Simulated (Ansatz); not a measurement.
G0W0 rungs for LiMgBN2 (I-4m2).

The structure is tetragonal, space group I-4m2 (No. 119). Conventional cell: a = 3.819 Å, b = 3.819 Å, c = 8.887 Å, α = 90.00°, β = 90.00°, γ = 90.00°. Li has 4 N at 2.10 Å nearest. Nearest to Mg lie 4 N at 2.10 Å. B has 2 N at 1.34 Å nearest. N has 1 B at 1.34 Å and 2 Li at 2.10 Å and 2 Mg at 2.10 Å nearest. Farther neighbours and most contacts between anions are not listed.

```cif
data_structure
_symmetry_space_group_name_H-M 'P 1'
_symmetry_Int_Tables_number 1
_cell_length_a 5.1999
_cell_length_b 5.1999
_cell_length_c 5.1999
_cell_angle_alpha 136.908
_cell_angle_beta 136.908
_cell_angle_gamma 62.580
_cell_volume 64.82
loop_
_atom_site_label
_atom_site_type_symbol
_atom_site_fract_x
_atom_site_fract_y
_atom_site_fract_z
_atom_site_occupancy
Li1 Li 0.25000 0.75000 0.50000 1
Mg2 Mg 0.75000 0.25000 0.50000 1
B3 B 0.50000 0.50000 0.00000 1
N4 N 0.65126 0.65126 0.00000 1
N5 N 0.34874 0.34874 0.00000 1
```

The cell and positions are those that the Materials Project relaxed with its own functionals (PBE, PBE+U or r2SCAN), kept fixed.

Runs so far (Ansatz 0.2.0, start PBE, PAW set soft_1 files, 6×6×6 mesh). Times are wall times on 1 × NVIDIA H100 80GB HBM3 (shared by 6 runs) with 2 threads of AMD EPYC 7R13 (Zen 3), shared host, good to a factor of about two.

```csv
bands summed,cutoff (eV),gap on the mesh (eV),time
65,50,3.783,19 s
160,100,4.133,28 s
283,150,4.291,59 s
493,220,4.386,1.7 min
```

What should the next rung give, with 777 bands and screening to 300 eV, and where is the limit?

The error falls about as one over the bands when the cutoff rises with them. A line through the two highest rungs given predicts 4.433 eV; the run gave 4.432 eV, close to it. The two highest rungs put the limit near 4.511 eV, the pair below near 4.514 eV; their difference is a rough measure of what is unsettled in bands and cutoff; the mesh is a separate error.

Gaps are over the mesh's points; an edge off the mesh would be missed. Limits: not at the basis limit.

[Paths, hosts, dates, memory and timing lines, banners, echoed tables and standing remarks are left out of the program output.]

[Logs are printed without paths, hosts, clocks, repeated set-up lines and the standing remarks that a program may print on its own settings, such as how far it seeks lower states.]

[Runs of the session that timed out or met a known fault of the program may be left out.]

[Cells called generated may have been cut or substituted from an entry of the Crystallography Open Database or the Materials Project.]

[Hosts, paths, dates, database ids (printed as entryN), source tags and the programs' standing remarks are cut or masked in the printed files.]
